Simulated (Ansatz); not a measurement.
# How NaF (Villiaumite) absorbs and reflects light, part 2 of 2

Wanted: where NaF (Villiaumite) starts to absorb, how strongly, and its refractive index.

Ansatz 0.2.0; DFT, PBE, plane-wave PAW, default files, scalar-relativistic, independent-particle optical response without local fields.

So far. Step 2 (Ground state and bands): There is a gap, 6.29 eV on the path, so no carriers' term is needed. The cell is left with a pressure of 1.9 GPa, as it stands unrelaxed at this level.

## 3. Spectrum

With the density converged, the vertical transitions are summed over the zone.

This step: DFT, PBE, plane-wave PAW, default files, scalar-relativistic, independent-particle optical response without local fields (Ansatz 0.2.0).

The input, input.yaml:

```yaml
crystal:
  lattice:
    - [0.0, 2.32, 2.32]
    - [2.32, 0.0, 2.32]
    - [2.32, 2.32, 0.0]
  atoms:
    - { symbol: Na, position: [0.0, 0.0, 0.0] }
    - { symbol: F, position: [0.5, 0.5, 0.5] }
kpoints:
  mp_grid: { grid: [8, 8, 8] }
scf:
  occupations: { method: fixed }
hamiltonian:
  xc: pbe
  pseudopotentials: { kind: paw }
output:
  optics:
    e_range: [0, 20]
    de: 0.05
    sigma: 0.15
    nscf_kmesh: { grid: [10, 10, 10] }
    bands: { spectra_wanted_up_to: 20 }
```

Started as:

```bash
$ ansatz run input.yaml --threads 4 --pin off --max-ram 8192MiB --backend cpu --events-out ev --progress --plain --runs-dir out
```

Numbers of over 12 decimals in the logs are rounded to 6 here.

Output:

```text
[...]
Crystal: 2 atoms, lattice volume = 24.974 Å³
Basis set: ecut = 420 eV, 531 PW (Γ)
Bands: 12, of which v1, the nominal top of the filled ones, is band 8 counted from 1 (7 counted from 0)
Symmetry: 48 space group operations
[...]
k-points: 29 of 512
[...]
SCF iter   1: F=—  HF=-2297.425620 eV  |F-HF|=—  |Δ(HF+E_count)|=         —  Δρ=7.36e-4  dr2=8.86e-5  ethr=1.77e-3  ⟨swp⟩=4.8  Hψ=1707  notcnv=0  defer=53
[...]
SCF iter   9: F=-2297.425309 eV  HF=-2297.425309 eV  |F-HF|=5.46e-12  |Δ(HF+E_count)|=  2.50e-11  Δρ=1.76e-7  dr2=5.37e-12  ethr=1.00e-12  ⟨swp⟩=3.9  Hψ=1136  notcnv=0
SCF 1 converged in 9 iterations: F = -2297.425309 eV  dr2 = 5.37e-12
[...]
NSCF: frozen V_eff on 47 k-points
[...]
output.optics: what the bands over the 20 summed would add to eps1, eps2 and the energy-loss function is held between a lower and an upper bound (6 Lanczos steps). eps1, eps2 and their loss function (loss_summed_bands) are given on every row as the summed bands alone make them. Along an axis, on a row where the two bounds hold the loss function to about 1 % of the greater of itself and 0.5 % of |1/eps|, its cell (loss_completed) is given, with the completed eps1 and eps2 that it is formed of (a cell that is left empty reads nan in the table and null in the record). The two bounds hold it so along every axis on all 401 rows up to 20.000 eV. [rest of the remark cut]
SCF converged after 9 iterations
Free energy (F): -2297.425309 eV
[...]
Internal energy: -2297.425309 eV  (E = F + TS)
E sigma→0 (E₀):  -2297.425309 eV
Fermi energy:    0.991487 eV
[...]
--- Band table (eV; the first three rows and the last of 29) ---
  k-point 0: bands = [... 4 lower, -17.9655, 0.9915, 0.9915, 0.9915, 7.2861, 19.9519, 19.9519, 19.9519]
  k-point 1: bands = [... 4 lower, -17.7352, 0.6998, 0.9544, 0.9544, 7.8294, 18.2208, 20.1875, 20.1875]
  k-point 2: bands = [... 4 lower, -17.4602, 0.1052, 0.8654, 0.8654, 9.1435, 16.1294, 20.7043, 20.7043]
  k-point 28: bands = [... 4 lower, -17.4931, 0.1259, 0.1259, 0.4263, 14.1923, 14.1923, 16.1704, 17.8242]
```

Elapsed: 2.3 s, on 4 threads of Arm Neoverse V1, shared host; peak memory 0.47 GiB.

Numbers from this step:

* electronic dielectric constant ε∞, mean over x, y and z (by symmetry where fewer were run): 1.910
* absorption onset, first axis (α over 10⁴ cm⁻¹, or the direct gap if that lies higher): 6.295 eV
* main peak of Im epsilon, first axis: 13.83 eV
* least direct gap on the mesh: 6.295 eV
* bands summed: 20
* spectra valid up to: 31.97 eV
* program's estimate of the k-sum error in Im epsilon: 0.16 %
* electrons in the f-sum: 5.887

The Im ε, any direction has structure finer than the step of the table below, so its rows give means over 0.5 eV, whole bins alone (the curve runs from 0 to 20 eV). Peaks (eV: height): 11.10: 1.18, 13.85: 2.58.

Table of Im ε, any direction by photon energy; means over each step:

```
photon energy (eV)  Im ε, any direction
               5.5                    0
               6.0              0.00745
               6.5                0.274
               7.0                0.511
               7.5                0.613
               8.0                0.674
               8.5                0.717
               9.0                0.753
               9.5                0.789
              10.0                0.835
              10.5                0.915
              11.0                 1.11
              11.5                 1.03
              12.0                0.842
              12.5                0.706
              13.0                0.675
              13.5                 1.32
              14.0                 2.14
              14.5                 1.19
              15.0                0.901
              15.5                0.812
              16.0                0.852
              16.5                0.835
              17.0                0.759
              17.5                0.717
              18.0                0.711
              18.5                0.723
              19.0                0.994
              19.5                 1.17
```

Re ε, any direction against photon energy:

photon energy (eV), Re ε, any direction and a bar from the least value:
```
      0.0       1.91 ##################
      0.5       1.91 ##################
      1.0       1.92 ##################
      1.5       1.92 ##################
      2.0       1.93 ##################
      2.5       1.95 ##################
      3.0       1.96 ###################
      3.5       1.99 ###################
      4.0       2.02 ####################
      4.5       2.06 ####################
      5.0       2.11 #####################
      5.5       2.19 ######################
      6.0       2.33 #########################
      6.5       2.56 #############################
      7.0       2.43 ##########################
      7.5       2.32 #########################
      8.0       2.23 #######################
      8.5       2.17 ######################
      9.0       2.11 #####################
      9.5       2.08 #####################
     10.0       2.05 ####################
     10.5       2.04 ####################
     11.0       1.96 ###################
     11.5       1.62 #############
     12.0       1.59 #############
     12.5       1.68 ##############
     13.0       1.99 ###################
     13.5       2.65 ##############################
     14.0       1.00 ###
     14.5       0.83 
     15.0       1.01 ###
     15.5       1.13 #####
     16.0       1.21 ######
     16.5       1.12 #####
     17.0       1.12 #####
     17.5       1.18 ######
     18.0       1.23 #######
     18.5       1.31 ########
     19.0       1.53 ############
     19.5       1.16 #####
     20.0       0.92 ##
```

The refractive index n and extinction k by photon energy:

```
photon energy (eV)     n       k
               0.0  1.38       0
               0.5  1.38       0
               1.0  1.38       0
               1.5  1.39       0
               2.0  1.39       0
               2.5  1.40       0
               3.0  1.40       0
               3.5  1.41       0
               4.0  1.42       0
               4.5  1.43       0
               5.0  1.45       0
               5.5  1.48       0
               6.0  1.53  9.5e-5
               6.5  1.60  0.0922
               7.0  1.57   0.164
               7.5  1.54   0.200
               8.0  1.51   0.223
               8.5  1.49   0.241
               9.0  1.48   0.255
               9.5  1.47   0.269
              10.0  1.46   0.285
              10.5  1.46   0.311
              11.0  1.45   0.394
              11.5  1.33   0.386
              12.0  1.30   0.322
              12.5  1.32   0.266
              13.0  1.43   0.231
              13.5  1.66   0.338
              14.0  1.30   0.830
              14.5  1.06   0.542
              15.0  1.09   0.412
              15.5  1.12   0.359
              16.0  1.16   0.370
              16.5  1.12   0.372
              17.0  1.11   0.341
              17.5  1.13   0.317
              18.0  1.15   0.309
              18.5  1.18   0.304
              19.0  1.30   0.387
              19.5  1.18   0.485
              20.0  1.11   0.565
```

Values under 1 per cm are given as 1. Absorption coefficient, any direction against photon energy:

photon energy (eV), log10 absorption coefficient, any direction (1/cm) and a bar:
```
    0.000        0.0 
    0.500        0.0 
    1.000        0.0 
    1.500        0.0 
    2.000        0.0 
    2.500        0.0 
    3.000        0.0 
    3.500        0.0 
    4.000        0.0 
    4.500        0.0 
    5.000        0.0 
    5.500        0.0 
    6.000        1.8 #########
    6.500        4.8 ########################
    7.000        5.1 #########################
    7.500        5.2 ##########################
    8.000        5.3 ##########################
    8.500        5.3 ##########################
    9.000        5.4 ###########################
    9.500        5.4 ###########################
   10.000        5.5 ###########################
   10.500        5.5 ###########################
   11.000        5.6 ############################
   11.500        5.7 ############################
   12.000        5.6 ############################
   12.500        5.5 ###########################
   13.000        5.5 ###########################
   13.500        5.7 ############################
   14.000        6.1 ##############################
   14.500        5.9 #############################
   15.000        5.8 #############################
   15.500        5.8 ############################
   16.000        5.8 #############################
   16.500        5.8 #############################
   17.000        5.8 #############################
   17.500        5.7 ############################
   18.000        5.8 ############################
   18.500        5.8 ############################
   19.000        5.9 #############################
   19.500        6.0 ##############################
   20.000        6.1 ##############################
```

Table of loss function −Im 1/ε at q → 0, any direction by energy loss; read off at these points:

```
energy loss (eV)  loss function −Im 1/ε at q → 0, any direction
             6.0                                         5.4e-5
             7.0                                         0.0837
             8.0                                          0.124
             9.0                                          0.149
            10.0                                          0.170
            11.0                                          0.223
            11.6                                          0.278
            12.0                                          0.258
            13.0                                          0.150
            14.0                                          0.381
            14.4                                          0.577
            15.0                                          0.492
            16.0                                          0.390
            17.0                                          0.412
            18.0                                          0.354
            19.0                                          0.299
            20.0                                          0.517
```

At chosen wavelengths:

```
wavelength (nm)     n      k  R (%)        1/α
           1550  1.38  0.000    2.6  over 1 mm
            800  1.39  0.000    2.6  over 1 mm
            633  1.39  0.000    2.7  over 1 mm
            532  1.39  0.000    2.7  over 1 mm
            450  1.40  0.000    2.8  over 1 mm
            248  1.45  0.000    3.4  over 1 mm
            193  1.61  0.071    5.5     217 nm
```

Rows near the edge hang on the gap, which this functional as a rule makes too small, and phonon-assisted absorption is left out.

A film 1 µm thick would pass 95 % of daylight and look colourless in transmission (x = 0.313, y = 0.329).

The f-sum over the summed bands holds 5.9 of the cell's 16 electrons outside the frozen cores, 10 of which lie in bands more than 12 eV below the Fermi level, whose transitions come at higher energies. Up to 20 eV the strength has a mean oscillator energy of 13.1 eV, and these transitions give 68 % of ε∞ − 1 along x; the rest comes from higher ones.

## 4. Static response with local fields

Perturbation theory gives the static response with local fields and the functional's kernel, and it needs no empty bands.

This step: DFT, PBE, plane-wave PAW, default files, scalar-relativistic, static field response by perturbation theory with local fields (Ansatz 0.2.0).

input.yaml, the sections that differ from step 3:

```yaml
dielectric: {}
# crystal, kpoints, scf, hamiltonian: as in step 3
# output: removed
```

Output:

```text
[...]
Crystal: 2 atoms, lattice volume = 24.974 Å³
Basis set: ecut = 420 eV, 531 PW (Γ), exchange–correlation on 48×48×48 points (8 copies of the dense FFT grid, shifted against one another)
Bands: 12, of which v1, the nominal top of the filled ones, is band 8 counted from 1 (7 counted from 0)
Symmetry: 48 space group operations
k-points: 59 of 512 (irreducible under 8 space group operations, time reversal used)
[...]
SCF iter   1: F=—  HF=-2297.425503 eV  |F-HF|=—  |Δ(HF+E_count)|=         —  Δρ=7.49e-4  dr2=9.26e-5  ethr=1.77e-3  ⟨swp⟩=4.7  Hψ=3453  notcnv=0  defer=109
[...]
SCF iter   9: F=-2297.425195 eV  HF=-2297.425195 eV  |F-HF|=6.82e-12  |Δ(HF+E_count)|=  3.87e-11  Δρ=2.07e-7  dr2=7.49e-12  ethr=1.00e-12  ⟨swp⟩=3.8  Hψ=2327  notcnv=0
SCF 1 converged in 9 iterations: F = -2297.425195 eV  dr2 = 7.49e-12
[...]
DFPT response loops at Γ: preconditioner auto → none (the input reference at scf.mixing.eps_inf says where Resta's filter doesn't serve); β = 0.50; Broyden in place of MSR1
SCF converged after 9 iterations
Free energy (F): -2297.425195 eV
[...]
Internal energy: -2297.425195 eV  (E = F + TS)
E sigma→0 (E₀):  -2297.425195 eV
Fermi energy:    0.991002 eV
[...]
--- Band table (eV; the first three rows and the last of 59) ---
  k-point 0: bands = [... 4 lower, -17.9649, 0.9910, 0.9910, 0.9910, 7.2857, 19.9515, 19.9515, 19.9515]
  k-point 1: bands = [... 4 lower, -17.7350, 0.6993, 0.9539, 0.9539, 7.8290, 18.2205, 20.1871, 20.1871]
  k-point 2: bands = [... 4 lower, -17.4601, 0.1047, 0.8649, 0.8649, 9.1431, 16.1291, 20.7038, 20.7038]
  k-point 58: bands = [... 4 lower, -17.4931, 0.1254, 0.1254, 0.4258, 14.1920, 14.1920, 16.1700, 17.8235]
--- Dielectric response (ions clamped): 1 representative field direction + reference, on 59 of 512 k-points (Σ response iterations 7) ---
  k mesh reduced under 8 symmetry operations, with k and −k counted as one. Each operation leaves every solved perturbation unchanged. A smaller set is not considered because the run solves the response to a homogeneous field
  ε∞ (high-frequency dielectric tensor):
        1.871991    -0.000000     0.000000
        0.000000     1.871991    -0.000000
        0.000000     0.000000     1.871991
  Born effective charges Z* (e; rows j = field, columns β = displacement):
    site 0:
         1.01298    0.00000   -0.00000
        -0.00000    1.01298   -0.00000
        -0.00000   -0.00000    1.01298
    site 1:
        -1.01298   -0.00000    0.00000
         0.00000   -1.01298    0.00000
         0.00000    0.00000   -1.01298
  Z* charge neutrality: 3.466e-7 e pre-enforcement
  k-mesh period / interband length: 26.2 Å / 0.87 Å = 30.34 at k = (0.0000, 0.0000, 0.0000), direct gap 6.295 eV — 14 or more, which is no proof of convergence
```

Elapsed: 1.5 s, on 4 threads; peak memory 0.33 GiB; 5.3 s of CPU time.

Read-outs, printed or worked out from the files:

```
electronic dielectric constant ε∞, mean over x, y and z (by symmetry where fewer were run) : 1.872
```

ε∞ with local fields:

```
1.87 0.00 0.00
0.00 1.87 0.00
0.00 0.00 1.87
```

Diagonal elements. Born, by row:

```
atom  Z*xx (e)  Z*yy (e)  Z*zz (e)
 Na1     1.013     1.013     1.013
  F2    -1.013    -1.013    -1.013
```

Mean Born charges are Na +1.01 and F -1.01, against formal valences of +1 and -1. They lie near the ionic values.

## 5. Summary of results

```
gap on the path                                                                                                                : 6.29 eV
least direct gap on the path                                                                                                   : 6.29 eV
electronic dielectric constant ε∞, mean over x, y and z (by symmetry where fewer were run) (independent particles)             : 1.91
absorption onset, first axis (α over 10⁴ cm⁻¹, or the direct gap if that lies higher)                                          : 6.29 eV
main peak of Im epsilon, first axis                                                                                            : 13.8 eV
electronic dielectric constant ε∞, mean over x, y and z (by symmetry where fewer were run) (static response with local fields) : 1.87
```

What this shows: At this level (PBE, independent particles) NaF has ε∞ = 1.91 (1.87 with local fields) and n = 1.38 at 1550 nm; absorption sets in near 6.3 eV, and Im ε peaks at 13.8 eV. The gap on the path is direct, 6.29 eV. Lines 0.15 eV wide carry a tail of absorption under the direct gap, past the threshold already at 6.24 eV. Absorption passes 10⁴ cm⁻¹ from the direct gap on, 6.29 eV, in the ultraviolet, so the visible is passed. Distinct maxima of Im ε, read by a parabola through the highest points, lie at 11.11 eV (1.2) and 13.83 eV (2.6). The f-sum over the summed bands holds 5.9 of the cell's 16 electrons outside the frozen cores, 10 of which lie in bands more than 12 eV below the Fermi level, whose transitions come at higher energies. Up to 20 eV the strength has a mean oscillator energy of 13.1 eV, and these transitions give 68 % of ε∞ − 1 along x; the rest comes from higher ones. A film 1 µm thick would pass 95 % of daylight and look colourless in transmission (x = 0.313, y = 0.329). With local fields and the functional's kernel the static response is 1.87 against 1.91 for independent particles (-2 %). In the base spectrum excitons and phonon-assisted transitions are missing, and so are local fields; PBE gaps are as a rule too small, which pulls the onset down and ε∞ up. In the base run ε includes the program's bounded estimate of what the bands above those summed add.

[Logs are printed without paths, hosts, clocks, repeated set-up lines and the standing remarks that a program may print on its own settings, such as how far it seeks lower states.]

[Hosts, paths, dates, database ids (printed as entryN), source tags and the programs' standing remarks are cut or masked in the printed files.]
